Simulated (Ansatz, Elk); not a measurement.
# How far do independent atoms describe Sc3CrN?, part 2 of 2

Structure refinements treat a crystal as free atoms side by side. For a made-up structure of Sc3CrN (cell and positions from a PBE relaxation) the runs below show what the calculated density changes in F(hkl).

Elk 11.2.3 (patched build); all-electron DFT.

So far: The structure; Ground state and structure factors; The magnetisation density.

The structure was built from a prototype and need not be the compound's stable phase.

## 4. The highest occupied states alone

Level of this step: DFT, PBE, all-electron APW+lo, Dirac cores, scalar-relativistic bands, static density, ferromagnetic start (Elk).

An energy window below the Fermi level keeps the highest occupied states, to see at which angles they scatter; shallow core shells can lie inside it and anion s states outside. No new self-consistency is needed.

The input, elk.in:

```
tasks
  195

xctype
  20

spinpol
  .true.

rgkmax
  7.0

gmaxvr
  14.0

lmaxo
  7

lmaxapw
  8

swidth
  0.002

tshift
  .false.

ramdisk
  .false.

hmaxvr
  5.5

maxscl
  120

epspot
  1e-06

reducebf
  0.8

wsfac
  -0.196900 0.544100

sppath
  './'

avec
  8.41123687726 -0.00000000000 -0.00000000000
  0.00000000000 8.41123687726 0.00000000000
  -0.00000000000 0.00000000000 8.41123687726

atoms
  3
  'Cr.in'
  1
  0.0000000000 -0.0000000000 -0.0000000000   0.000000 0.000000 -0.185000
  'Sc.in'
  3
  0.5000000000 -0.0000000000 0.5000000000   0.000000 0.000000 0.000000
  -0.0000000000 0.5000000000 0.5000000000   0.000000 0.000000 0.000000
  0.5000000000 0.5000000000 -0.0000000000   0.000000 0.000000 0.000000
  'N.in'
  1
  0.5000000000 0.5000000000 0.5000000000   0.000000 0.000000 0.000000

ngridk
  5 5 5
```

Launch:

```sh
$ OMP_NUM_THREADS=4 elk
```

Numbers of over 12 decimals in the logs are rounded to 6 here.

What it wrote:

```text
┌─────────────────────────────────┐
│ Elk code version 11.2.3 started │
└─────────────────────────────────┘

Info(readinput): the functional depends on the density's gradient
 muffin-tin radial points multiplied by    2.00000
 (not where nrmtscf is given)

┌────────────────────┐
│ Current task : 195 │
└────────────────────┘
Info(checkmt): changed muffin-tin radius of species 2 (Sc) from   2.4000 to   2.3746
Info(checkmt): changed muffin-tin radius of species 3 (N) from   1.8000 to   1.7810

Info(sfacrho): density structure factors written to SFACRHO.OUT

 Energy window :  -0.1969000000      0.5441000000

┌──────────────────┐
│ Elk code stopped │
└──────────────────┘
```

It took 9.6 s on 4 threads of Arm Neoverse V2, shared host; peak memory 0.16 GiB.

States within 12 eV below the Fermi level hold 18.00 electrons; any levels below the window count with the cores. Their amplitudes can exceed the total, where window and core parts have opposite phase:

| hkl | sin θ/λ (Å⁻¹) | abs F, window | abs F, all |
| --- | --- | --- | --- |
| 100 | 0.112 | 0.236 | 2.973 |
| 110 | 0.159 | 4.778 | 8.654 |
| 111 | 0.195 | 1.121 | 58.703 |
| 200 | 0.225 | 4.303 | 64.685 |
| 210 | 0.251 | 0.110 | 1.360 |
| 211 | 0.275 | 2.331 | 6.042 |
| 220 | 0.318 | 2.508 | 53.416 |
| 221 | 0.337 | 0.340 | 0.477 |
| 300 | 0.337 | 0.350 | 0.467 |
| 310 | 0.355 | 1.373 | 4.889 |

## 5. Another functional

The difference from free atoms is small, so it is set against the change that LDA (Perdew-Wang) makes.

elk.in, as its differences from that of step 4:

```diff
@@ -1,6 +1,8 @@
 tasks
+  0
   195
+  196
 
 xctype
-  20
+  3
 
@@ -42,5 +44,2 @@
 
-wsfac
-  -0.196900 0.544100
-
 sppath
```

Launch:

```sh
$ OMP_NUM_THREADS=4 elk
```

What it wrote:

```text
┌─────────────────────────┐
│ Elk code version 11.2.3 │
└─────────────────────────┘

All units are atomic (Hartree, Bohr, etc.)

┌─────────────────────────────────────────────────┐
│ Ground-state run starting from atomic densities │
└─────────────────────────────────────────────────┘

Lattice vectors :
   8.411236877      -0.000000000      -0.000000000
   0.000000000       8.411236877       0.000000000
  -0.000000000       0.000000000       8.411236877

Reciprocal lattice vectors :
  0.7469989728      -0.000000000       0.000000000
[...]
total calculated charge     :    93.99905114
 total charge                :    94.00000000
 error                       :   0.9488569865E-03

Moments :
 interstitial                :   0.5190565701
 muffin-tins
  species : 1 (Cr)
[...]
species : 2 (Sc)
[...]
atom 3                    :  -0.4207428464E-01
  species : 3 (N)
   atom 1                    :   0.2334242903E-01
 total in muffin-tins        :    3.234230132
 total moment                :    3.753286702

┌──────────────────────────────┐
│ Self-consistent loop stopped │
└──────────────────────────────┘

Wrote STATE.OUT
[key lines of the parts left out:]
total energy                :     -3390.8971424651
```

Wall time 63 s (4 threads); peak memory 0.23 GiB; 3.1 min of CPU time.

Against the first run R = 0.09 %; the largest change is -0.060 at 220. The moment goes from 4.40 to 3.75 μB.

## 6. Basis size

A smaller basis shows how fast F responds to it; the change is likely larger than the basis error of the first run, but doesn't show convergence.

elk.in, as its differences from that of step 5:

```diff
@@ -6,3 +6,3 @@
 xctype
-  3
+  20
 
@@ -12,3 +12,3 @@
 rgkmax
-  7.0
+  5.5
```

Launch:

```sh
$ OMP_NUM_THREADS=4 elk
```

What it wrote:

```text
┌─────────────────────────┐
│ Elk code version 11.2.3 │
└─────────────────────────┘

All units are atomic (Hartree, Bohr, etc.)

┌─────────────────────────────────────────────────┐
│ Ground-state run starting from atomic densities │
└─────────────────────────────────────────────────┘

Lattice vectors :
   8.411236877      -0.000000000      -0.000000000
   0.000000000       8.411236877       0.000000000
  -0.000000000       0.000000000       8.411236877

Reciprocal lattice vectors :
  0.7469989728      -0.000000000       0.000000000
[...]
total calculated charge     :    93.99953129
 total charge                :    94.00000000
 error                       :   0.4687092350E-03

Moments :
 interstitial                :   0.8456047794
 muffin-tins
  species : 1 (Cr)
[...]
species : 2 (Sc)
[...]
atom 3                    :   0.3773639458E-01
  species : 3 (N)
   atom 1                    :   0.2362495661E-01
 total in muffin-tins        :    3.646242443
 total moment                :    4.491847222

┌──────────────────────────────┐
│ Self-consistent loop stopped │
└──────────────────────────────┘

Wrote STATE.OUT
[key lines of the parts left out:]
total energy                :     -3398.3173606654
```

Wall time 2 min (4 threads); peak memory 0.4 GiB.

Against the first run R = 0.11 %; the largest change is -0.075 at 200. The moment goes from 4.40 to 4.49 μB.

## 7. Settings against the effect

| run | R against the first run (%) | R against neutral atoms, low angle (%) | wall time |
| --- | --- | --- | --- |
| PBE, rgkmax 7 | 0.00 | 2.16 | 2.2 min |
| LDA (Perdew-Wang) | 0.09 | 2.13 | 63 s |
| rgkmax 5.5 | 0.11 | 2.20 | 2 min |

## 8. Outcome

```yaml
r_against_neutral_atoms_sin_theta_lambda_0p3_a_minus1: 2.16 %
r_against_neutral_atoms_0p3_to_0p83_a_minus1: 0.49 %
```

What this shows: Independent neutral atoms miss the calculated amplitudes by R = 2.16 % below 0.3 Å⁻¹ and 0.49 % from there to 0.83 Å⁻¹; by shells, 14.11 % below 0.15 Å⁻¹ (1 form), 1.97 % 0.15 to 0.3 (5 forms), 0.38 % 0.3 to 0.45 (9 forms), 0.52 % above 0.45 (53 forms). Bonding, aspherical density and the tables' own atoms all enter these figures, and the runs don't part them. The largest change of an amplitude is -0.98 electrons, at 111. Weak lines can change much in proportion: 210 goes from 0.98 to 1.36. The magnetic order is that of the start. No other order was tried here, and an antiferromagnetic one would change or move the magnetic intensity. The window's part falls from 18.0 electrons at the origin to at most 0.67 between 0.45 and 0.83 Å⁻¹. Below 0.3 Å⁻¹ the changes that finished (LDA (Perdew-Wang) and rgkmax 5.5) move F by R = 0.23 % at most, against the 2.16 % that separates it from free atoms. The magnetic factors move by R = 5.0 % (LDA (Perdew-Wang)) and 1.2 % (rgkmax 5.5), so they aren't settled to better than that. The k-mesh has no finished test. Part of the difference isn't bonding: the tables are fits to free atoms and ions calculated by other methods than this functional. Thermal motion, anomalous dispersion and extinction are left out.

[Logs are printed without paths, hosts, clocks, repeated set-up lines and the standing remarks that a program may print on its own settings, such as how far it seeks lower states.]

[Hosts, paths, dates, database ids (printed as entryN), source tags and the programs' standing remarks are cut or masked in the printed files.]
